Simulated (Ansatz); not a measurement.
# The perfect C wire along [111], 14 atoms a period, H-terminated, part 2 of 4

Aim: is the C wire along [111], 14 atoms a period, H-terminated a metal or a semiconductor?

Ansatz 0.2.0; DFT PBE, plane waves, PAW; relaxation of a wire's period (the session's first sound run).

So far. Step 2 (Relaxation of atoms and period): The cell's length comes to 6.362 Å with spin left out.

## 3. The wire at its relaxed period

This step: DFT PBE, plane waves, PAW; channels and complex bands of a perfect wire (Ansatz 0.2.0).

At the relaxed period the Bloch states of the perfect wire are found at each energy: those that move forward count the open channels, and those that decay describe how a disturbance dies away inside the wire itself. An energy step of 0.035 eV is under the 0.039 eV that the program asks for its thermal average at 300 K.

File input.yaml:

```yaml
crystal:
  lattice:
    - [11.153, 0.0, 0.0]
    - [0.0, 11.827, 0.0]
    - [0.0, 0.0, 6.3616304099]
  atoms:
    - { symbol: C, position: [0.500014505, 0.500000692, 0.000128335] }
    - { symbol: C, position: [0.500014505, 0.499999308, 0.249871665] }
    - { symbol: H, position: [0.305782656, 0.480557017, 0.284630526] }
    - { symbol: H, position: [0.385031647, 0.35110351, 0.284617084] }
    - { symbol: H, position: [0.420760012, 0.668348737, 0.284626885] }
    - { symbol: H, position: [0.579268998, 0.668348737, 0.284626885] }
    - { symbol: H, position: [0.614997363, 0.35110351, 0.284617084] }
    - { symbol: H, position: [0.694246354, 0.480557017, 0.284630526] }
    - { symbol: C, position: [0.388262057, 0.439159318, 0.340384134] }
    - { symbol: C, position: [0.500014505, 0.621685195, 0.34038789] }
    - { symbol: C, position: [0.611766953, 0.439159318, 0.340384134] }
    - { symbol: C, position: [0.388340875, 0.439198253, 0.581730928] }
    - { symbol: C, position: [0.500014505, 0.621600732, 0.581737854] }
    - { symbol: C, position: [0.611688135, 0.439198253, 0.581730928] }
    - { symbol: H, position: [0.307217495, 0.604959499, 0.612003673] }
    - { symbol: H, position: [0.500014505, 0.290065903, 0.611995902] }
    - { symbol: H, position: [0.692811515, 0.604959499, 0.612003673] }
    - { symbol: H, position: [0.307217495, 0.395040501, 0.637996327] }
    - { symbol: H, position: [0.500014505, 0.709934097, 0.638004098] }
    - { symbol: H, position: [0.692811515, 0.395040501, 0.637996327] }
    - { symbol: C, position: [0.388340875, 0.560801747, 0.668269072] }
    - { symbol: C, position: [0.500014505, 0.378399268, 0.668262146] }
    - { symbol: C, position: [0.611688135, 0.560801747, 0.668269072] }
    - { symbol: C, position: [0.388262057, 0.560840682, 0.909615866] }
    - { symbol: C, position: [0.500014505, 0.378314805, 0.90961211] }
    - { symbol: C, position: [0.611766953, 0.560840682, 0.909615866] }
    - { symbol: H, position: [0.305782656, 0.519442983, 0.965369474] }
    - { symbol: H, position: [0.385031647, 0.64889649, 0.965382916] }
    - { symbol: H, position: [0.420760012, 0.331651263, 0.965373115] }
    - { symbol: H, position: [0.579268998, 0.331651263, 0.965373115] }
    - { symbol: H, position: [0.614997363, 0.64889649, 0.965382916] }
    - { symbol: H, position: [0.694246354, 0.519442983, 0.965369474] }
kpoints:
  mp_grid: { grid: [1, 1, 13] }
  band_path: { path: ["Γ", Z], npoints: 50 }
scf:
  occupations: { method: fermi_dirac, width: 0.05 }
hamiltonian:
  xc: pbe
output:
  transmission:
    e_range: [-2, 2]
    de: 0.035
    kmesh: [1, 1]
    reduced_basis: true
    leads: [[0, 0]]
  dos: { e_range: [-5, 4] }
  write_potential: true
  write_density: true
  volumetric_format: npy
  elf: true
```

Launch:

```sh
$ ansatz run input.yaml --threads 8 --pin off --max-ram 16384MiB --backend cpu --events-out ev --progress --plain --runs-dir out
```

Numbers of over 12 decimals in the logs are rounded to 6 here.

The log of the run:

```text
[...]
Crystal: 32 atoms, lattice volume = 839.141 Å³
Basis set: ecut = 420 eV, 16423 PW (Γ)
Bands: 69, of which v1, the nominal top of the filled ones, is band 37 counted from 1 (36 counted from 0)
Symmetry: 4 space group operations
[...]
k-points: 7 of 13
[...]
SCF iter   1: F=—  HF=-3802.480463 eV  |F-HF|=—  |Δ(HF+E_count)|=         —  Δρ=2.64e-3  dr2=1.82e-1  ethr=1.77e-3  ⟨swp⟩=7.0  Hψ=2527  notcnv=0  defer=104
[...]
SCF iter   7: F=-3802.437610 eV  HF=-3802.437610 eV  |F-HF|=8.22e-8  |Δ(HF+E_count)|=   3.67e-7  Δρ=2.83e-6  dr2=3.44e-8  ethr=1.35e-10  ⟨swp⟩=22.4  Hψ=3879  notcnv=0
SCF 1 converged in 7 iterations: F = -3802.437610 eV  dr2 = 3.44e-8
[...]
NSCF: frozen V_eff on 51 k-points
transmission: 8 of 48 steps passed
transmission: 16 of 48 steps passed
[...]
transmission: 48 of 48 steps passed
WARN: The output density's exchange-correlation potential varies sharply where the density is thin. Do not read a vacuum level from v_tot or v_xc, or from such a field of the output density. On a cell that repeats whose density bears no net charge and no dipole along the vacuum's axis use v_es (v_loc + v_h of the components); under efield.dipole_correction with no amplitude use v_es + v_field, which holds any externa [...]
Second SCF, for the conductance: iteration 1, dr2 3.612e-8 eV
Second SCF, for the conductance: iteration 2, dr2 2.037e-8 eV
Second SCF, for the conductance: iteration 3, dr2 2.537e-9 eV
transmission: 8 of 48 steps passed
transmission: 16 of 48 steps passed
[...]
transmission: 48 of 48 steps passed
SCF converged after 7 iterations
Free energy (F): -3802.437610 eV
[...]
Internal energy: -3802.437610 eV  (E = F + TS)
E sigma→0 (E₀):  -3802.437610 eV
Fermi energy:    -1.573214 eV
[...]
--- Band table (eV; the first three rows and the last of 7) ---
  k-point 0: bands = [... 33 lower, -5.3578, -4.1478, -4.1476, -3.9497, 0.8163, 1.6611, 1.7300, 1.8765, ... 28 higher]
  k-point 1: bands = [... 33 lower, -5.3599, -4.1522, -4.1521, -3.9807, 0.8316, 1.6775, 1.7540, 1.8963, ... 28 higher]
  k-point 2: bands = [... 33 lower, -5.2676, -4.1683, -4.1682, -4.0730, 0.8785, 1.7295, 1.8234, 1.9562, ... 28 higher]
  k-point 6: bands = [... 33 lower, -4.5845, -4.5844, -4.4339, -4.4339, 1.4182, 1.7132, 2.3432, 2.4779, ... 28 higher]
--- Transmission ---
  basis      : 1163 plane waves across, 8 finite elements along
  points     : 1, standing for a mesh of 1 x 1
  filling    : by a second SCF (3 iterations) under fermi_dirac of width 0.025852 eV on a mesh of 1 x 1 x 13, whose Fermi level is -1.571435 eV
  energies   : 115 from -2.000000 to 1.990000 eV about the Fermi level, 0.035000 eV apart; the leads are filled to 0.000000 eV, and channels, transmission and decay are at -0.005000 eV
  crystal 0  : C14H18, at the sites [0, 0], period 6.3616 Å: whole cells are its period
    offset         : up to 0.0000 Å between an atom of the period and one for which it stands
    channels       : 0.000000e0 a spin
    conductance    : none, crystal 0 has no channel at the energies, or these end too early or step too widely for 300 K: set another output.transmission.e_range or a lower de, or, where they end at an eighth of basis.ecutwfc, a higher one
    slowest decay  : 0.5102 /Å at (0.0000, 0.0000)
```

Elapsed: 6.5 min, on 8 threads of Intel Xeon Platinum 8488C (Sapphire Rapids), shared host; peak memory 3.2 GiB; 28 min of CPU time.

In the SCF lines HF is the Harris–Foulkes energy and dr2 the Hartree energy of the density residual, in eV; the loop may stop once dr2 is under the threshold and the program's other checks hold. Hψ counts applications of the Hamiltonian.

Numbers from this step:

```
channels at the energy nearest the Fermi level, one spin        : 0
slowest decay in the lead at the energy nearest the Fermi level : 0.5102 Å⁻¹
band gap                                                        : 4.766 eV
```

The open channels of the lead, one spin stays at 0 for energy from -2 to 1.99 eV.

The slowest values at each energy, most degenerate partners merged, listed up to 1.5 1/Å. The Im kz of the slowest decaying states by energy, zero at the Fermi level:

| energy (eV) | decay 1 (Å⁻¹) | decay 2 (Å⁻¹) | decay 3 (Å⁻¹) | decay 4 (Å⁻¹) |
| --- | --- | --- | --- | --- |
| -2.0000 | 0.265 | 0.397 | 0.397 | 0.437 |
| -1.7550 | 0.339 | 0.427 | 0.427 | 0.466 |
| -1.5100 | 0.398 | 0.449 | 0.449 | 0.490 |
| -1.2650 | 0.448 | 0.466 | 0.466 | 0.510 |
| -0.9850 | 0.481 | 0.481 | 0.497 | 0.529 |
| -0.7400 | 0.491 | 0.491 | 0.534 | 0.543 |
| -0.4950 | 0.499 | 0.499 | 0.555 | 0.566 |
| -0.2500 | 0.505 | 0.506 | 0.565 | 0.597 |
| -0.0050 | 0.510 | 0.510 | 0.573 | 0.604 |
| 0.2400 | 0.513 | 0.514 | 0.579 | 0.593 |
| 0.4850 | 0.515 | 0.516 | 0.583 | 0.584 |
| 0.7650 | 0.516 | 0.516 | 0.570 | 0.588 |
| 1.0100 | 0.515 | 0.515 | 0.560 | 0.590 |
| 1.2550 | 0.512 | 0.513 | 0.550 | 0.580 |
| 1.5000 | 0.508 | 0.510 | 0.540 | 0.544 |
| 1.7450 | 0.500 | 0.503 | 0.505 | 0.530 |

The electronic bands at the labelled points (eV, zero at the Fermi level):

| point | band 34 | band 35 | band 36 | band 37 | band 38 | band 39 | band 40 | band 41 |
| --- | --- | --- | --- | --- | --- | --- | --- | --- |
| Γ | -3.78 | -2.57 | -2.57 | -2.38 | 2.39 | 3.23 | 3.30 | 3.45 |
| halfway | -3.45 | -2.70 | -2.64 | -2.64 | 2.56 | 3.42 | 3.54 | 3.66 |
| Z | -2.97 | -2.97 | -2.89 | -2.89 | 3.05 | 3.21 | 4.01 | 4.07 |

Electrostatic potential energy in the cb plane at fractional x = 0.500, with atoms of C and H within 0.2 Å of it. With pseudopotentials it is smooth inside the atoms' cores, unlike the true potential.

Ten even steps from '0' (-62 eV) to '9' (2 eV), each cell a mean:
```
999999999999999999
999999999999999999
999999999999999999
999999999999999999
999999999999999999
999999999999999999
999999999983599999
999997689864799999
999971027301699999
999972137412699999
678856789888999986
037301699999999961
157512799999999973
789988999986578756
799999999961026200
899999999973157423
999999999963799989
999999999976899999
999999999999999999
999999999999999999
999999999999999999
999999999999999999
999999999999999999
999999999999999999
```
Columns run along c (6.4 Å; values clipped at the 3rd and 97th percentile), rows up along b (11.8 Å). Atoms in or near the plane, at fractional coordinates: C at (0.00, 0.50), C at (0.25, 0.50), C at (0.34, 0.62), C at (0.58, 0.62), H at (0.61, 0.29), H at (0.64, 0.71), C at (0.67, 0.38), C at (0.91, 0.38).

Valence density in the cb plane at fractional x = 0.500, with atoms of C and H within 0.2 Å of it. It is the smooth field of the valence electrons, not physical close to the nuclei.

Ten even steps from '0' (0.0 e/Å³) to '9' (1.8 e/Å³), each cell a mean:
```
000000000000000000
000000000000000000
000000000000000000
000000000000000000
000000000000000000
000000000001000000
000000000137410000
000024432379510000
000148987899510000
100148986788410011
433478632233210134
987899510001000148
975677410011101259
521123210135543478
410000000148998999
310000000149975687
100000000159621122
000000000024200000
000000000000000000
000000000000000000
000000000000000000
000000000000000000
000000000000000000
000000000000000000
```
Columns run along c (6.4 Å), rows up along b (11.8 Å). Atoms in or near the plane, at fractional coordinates: C at (0.00, 0.50), C at (0.25, 0.50), C at (0.34, 0.62), C at (0.58, 0.62), H at (0.61, 0.29), H at (0.64, 0.71), C at (0.67, 0.38), C at (0.91, 0.38).

ELF in the cb plane at fractional x = 0.500, with atoms of C and H within 0.2 Å of it. It is the smooth field of the valence electrons, not physical close to the nuclei.

Ten even steps from '_' (0.00 × 1e-1) to '@' (9.98 × 1e-1), each cell a mean:
```
____________________________________
____________________________________
______________________....__________
____________________::++++--________
__________________::##@@@@##--______
__________________==@@@@@@@@==______
______..----::....++@@@@@@@@==______
______::++**++==++**%%@@@@##..______
______::++--..++@@**::--++--________
..____--**++--**%%**::==++::____....
==++++**##%%%%++----====--..__..==++
..**@@##..--++::______________::==--
==**%%**--==++::____..........--****
%%++----====--..__..==++==++++**##@@
++::______________::==::..**@@**..--
++--______________==####++**##++--++
==::____________::%%@@@@@@**----==++
::..____________==@@@@@@@@++____..::
________________--@@@@@@%%--________
________________..**%%%%**..________
__________________::----..__________
____________________________________
____________________________________
____________________________________
```
Columns run along c (6.4 Å), rows up along b (11.8 Å). Atoms in or near the plane, at fractional coordinates: C at (0.00, 0.50), C at (0.25, 0.50), C at (0.34, 0.62), C at (0.58, 0.62), H at (0.61, 0.29), H at (0.64, 0.71), C at (0.67, 0.38), C at (0.91, 0.38).

By hand: a barrier of this wire, of length L, would pass T ∝ exp(−2κL) at this energy; with κ = 0.510 Å⁻¹ one decade takes ln 10 / (2κ) = 2.26 Å.

At the computed energy nearest the Fermi level there are 0 channels a spin; the gap is 4.77 eV.

## 4. Another level of theory, level LDA, cutoff 420 eV

This step: DFT LDA, plane waves, PAW; bands of a perfect wire at the PBE geometry (Ansatz 0.2.0).

The atoms stay at the PBE geometry and the functional changes. At fixed atoms LDA and the gradient-corrected functionals usually give like bands; this run checks that. Against the first PBE run of this kind, the mesh along the wire has 10 points against 13.

input.yaml: that of step 3 with these lines changed.

```diff
@@ -39,3 +39,3 @@
 kpoints:
-  mp_grid: { grid: [1, 1, 13] }
+  mp_grid: { grid: [1, 1, 10] }
   band_path: { path: ["Γ", Z], npoints: 50 }
@@ -44,14 +44,2 @@
 hamiltonian:
-  xc: pbe
-output:
-  transmission:
-    e_range: [-2, 2]
-    de: 0.035
-    kmesh: [1, 1]
-    reduced_basis: true
-    leads: [[0, 0]]
-  dos: { e_range: [-5, 4] }
-  write_potential: true
-  write_density: true
-  volumetric_format: npy
-  elf: true
+  xc: lda
```

The log of the run:

```text
[...]
Crystal: 32 atoms, lattice volume = 839.141 Å³
Basis set: ecut = 420 eV, 16423 PW (Γ)
Bands: 69, of which v1, the nominal top of the filled ones, is band 37 counted from 1 (36 counted from 0)
Symmetry: 4 space group operations
[...]
k-points: 6 of 10
[...]
SCF iter   1: F=—  HF=-3685.923121 eV  |F-HF|=—  |Δ(HF+E_count)|=         —  Δρ=4.68e-3  dr2=3.10e-1  ethr=1.77e-3  ⟨swp⟩=7.0  Hψ=2186  notcnv=0  defer=88
[...]
SCF iter   7: F=-3685.874582 eV  HF=-3685.874582 eV  |F-HF|=1.07e-7  |Δ(HF+E_count)|=   1.77e-6  Δρ=2.94e-6  dr2=7.50e-8  ethr=1.35e-10  ⟨swp⟩=25.0  Hψ=3308  notcnv=0
SCF 1 converged in 7 iterations: F = -3685.874582 eV  dr2 = 7.50e-8
[...]
SCF converged after 7 iterations
Free energy (F): -3685.874582 eV
[...]
Internal energy: -3685.874582 eV  (E = F + TS)
E sigma→0 (E₀):  -3685.874582 eV
Fermi energy:    -1.677961 eV
[...]
--- Band table (eV; the first three rows and the last of 6) ---
  k-point 0: bands = [... 33 lower, -5.4876, -4.2432, -4.2431, -4.1257, 0.7703, 1.6285, 1.6601, 1.7923, ... 28 higher]
  k-point 1: bands = [... 33 lower, -5.4612, -4.2508, -4.2507, -4.1768, 0.7944, 1.6489, 1.7070, 1.8248, ... 28 higher]
  k-point 2: bands = [... 33 lower, -5.2582, -4.3288, -4.2809, -4.2808, 0.8692, 1.7311, 1.8267, 1.9235, ... 28 higher]
  k-point 5: bands = [... 33 lower, -4.6507, -4.6506, -4.5643, -4.5643, 1.3880, 1.5651, 2.3567, 2.4470, ... 28 higher]
```

Elapsed: 18 s, on 8 threads; peak memory 3.1 GiB.

Numbers from this step:

* band gap: 4.896 eV

Electronic bands along the path, in eV, zero at the Fermi level:

| point | band 34 | band 35 | band 36 | band 37 | band 38 | band 39 | band 40 | band 41 |
| --- | --- | --- | --- | --- | --- | --- | --- | --- |
| Γ | -3.81 | -2.57 | -2.57 | -2.45 | 2.45 | 3.31 | 3.34 | 3.47 |
| halfway | -3.46 | -2.76 | -2.63 | -2.63 | 2.61 | 3.48 | 3.59 | 3.68 |
| Z | -2.97 | -2.97 | -2.89 | -2.89 | 3.07 | 3.24 | 4.03 | 4.12 |

The gap is 4.90 eV, against 4.77 eV under PBE at the relaxed period.

## 5. Another level of theory, level PBEsol, cutoff 420 eV

This step: DFT PBEsol, plane waves, PAW; bands of a perfect wire at the PBE geometry (Ansatz 0.2.0).

The atoms stay at the PBE geometry and the functional changes. At fixed atoms LDA and the gradient-corrected functionals usually give like bands; this run checks that. Against the first PBE run of this kind, the mesh along the wire has 10 points against 13.

input.yaml: that of step 4 with these lines changed.

```diff
@@ -44,2 +44,2 @@
 hamiltonian:
-  xc: lda
+  xc: pbesol
```

The log of the run:

```text
[...]
Crystal: 32 atoms, lattice volume = 839.141 Å³
Basis set: ecut = 420 eV, 16423 PW (Γ)
Bands: 69, of which v1, the nominal top of the filled ones, is band 37 counted from 1 (36 counted from 0)
Symmetry: 4 space group operations
[...]
k-points: 6 of 10
[...]
--- Band table (eV; the first three rows and the last of 6) ---
  k-point 0: bands = [... 33 lower, -5.3247, -4.0898, -4.0896, -3.9312, 0.8877, 1.7283, 1.8134, 1.9612, ... 28 higher]
  k-point 1: bands = [... 33 lower, -5.3154, -4.0974, -4.0973, -3.9834, 0.9137, 1.7569, 1.8530, 1.9947, ... 28 higher]
  k-point 2: bands = [... 33 lower, -5.1065, -4.1386, -4.1275, -4.1274, 0.9938, 1.8481, 1.9669, 2.0959, ... 28 higher]
  k-point 5: bands = [... 33 lower, -4.4963, -4.4962, -4.4091, -4.4090, 1.5443, 1.7119, 2.5066, 2.5614, ... 28 higher]
[key lines of the parts left out:]
SCF converged after 7 iterations
Free energy (F): -3739.268348 eV
Fermi energy:    -1.525925 eV
```

Elapsed: 13 s, on 8 threads; peak memory 3.1 GiB; 1.7 min of CPU time.

Electronic bands along the path, in eV, zero at the Fermi level:

| point | band 34 | band 35 | band 36 | band 37 | band 38 | band 39 | band 40 | band 41 |
| --- | --- | --- | --- | --- | --- | --- | --- | --- |
| Γ | -3.80 | -2.56 | -2.56 | -2.41 | 2.41 | 3.25 | 3.34 | 3.49 |
| halfway | -3.45 | -2.73 | -2.63 | -2.63 | 2.58 | 3.45 | 3.57 | 3.70 |
| Z | -2.97 | -2.97 | -2.88 | -2.88 | 3.07 | 3.24 | 4.03 | 4.09 |

The gap is 4.82 eV, against 4.77 eV under PBE at the relaxed period.

## 6. Another level of theory, level r2SCAN, cutoff 500 eV

This step: DFT r2SCAN, plane waves, PAW; bands of a perfect wire at the PBE geometry (Ansatz 0.2.0).

The atoms stay at the PBE geometry and the functional changes. r2SCAN also reads the kinetic-energy density; it often gives larger moments and wider gaps than PBE, at a higher cost. Against the first PBE run of this kind, the cutoff is 500 eV against 420 and the mesh along the wire has 10 points against 13.

input.yaml: that of step 5 with these lines changed.

```diff
@@ -44,2 +44,2 @@
 hamiltonian:
-  xc: pbesol
+  xc: r2scan
```

The log of the run:

```text
[...]
Crystal: 32 atoms, lattice volume = 839.141 Å³
Basis set: ecut = 500 eV, 21349 PW (Γ), exchange–correlation on 360×360×192 points (64 copies of the dense FFT grid, shifted against one another)
Bands: 69, of which v1, the nominal top of the filled ones, is band 37 counted from 1 (36 counted from 0)
Symmetry: 4 space group operations
[...]
k-points: 6 of 10
[...]
--- Band table (eV; the first three rows and the last of 6) ---
  k-point 0: bands = [... 33 lower, -5.6346, -4.3636, -4.3635, -4.1213, 1.3225, 2.2066, 2.3115, 2.4529, ... 28 higher]
  k-point 1: bands = [... 33 lower, -5.6323, -4.3723, -4.3722, -4.1776, 1.3488, 2.2359, 2.3519, 2.4872, ... 28 higher]
  k-point 2: bands = [... 33 lower, -5.4164, -4.4050, -4.4048, -4.3453, 1.4296, 2.3284, 2.4683, 2.5909, ... 28 higher]
  k-point 5: bands = [... 33 lower, -4.7870, -4.7869, -4.6966, -4.6964, 2.0074, 2.1294, 2.9640, 3.1010, ... 28 higher]
[key lines of the parts left out:]
SCF converged after 8 iterations
Free energy (F): -3813.925570 eV
Fermi energy:    -1.407868 eV
```

The job ended after 30 s (8 threads; peak memory 4.9 GiB).

The gap is 5.44 eV, against 4.77 eV under PBE at the relaxed period.

## 7. Comparing the runs

Times are for 8 threads of Intel Xeon Platinum 8488C (Sapphire Rapids), shared host. Results by setting:

| no. | level | band gap (eV) | time | memory (GiB) |
| --- | --- | --- | --- | --- |
| 1 | LDA | 4.896 | 18 s | 3.1 |
| 2 | PBEsol | 4.819 | 13 s | 3.1 |
| 3 | r2SCAN | 5.444 | 30 s | 4.9 |

(Part 2 of 4 ends here.)

[Logs are printed without paths, hosts, clocks, repeated set-up lines and the standing remarks that a program may print on its own settings, such as how far it seeks lower states.]

[Hosts, paths, dates, database ids (printed as entryN), source tags and the programs' standing remarks are cut or masked in the printed files.]
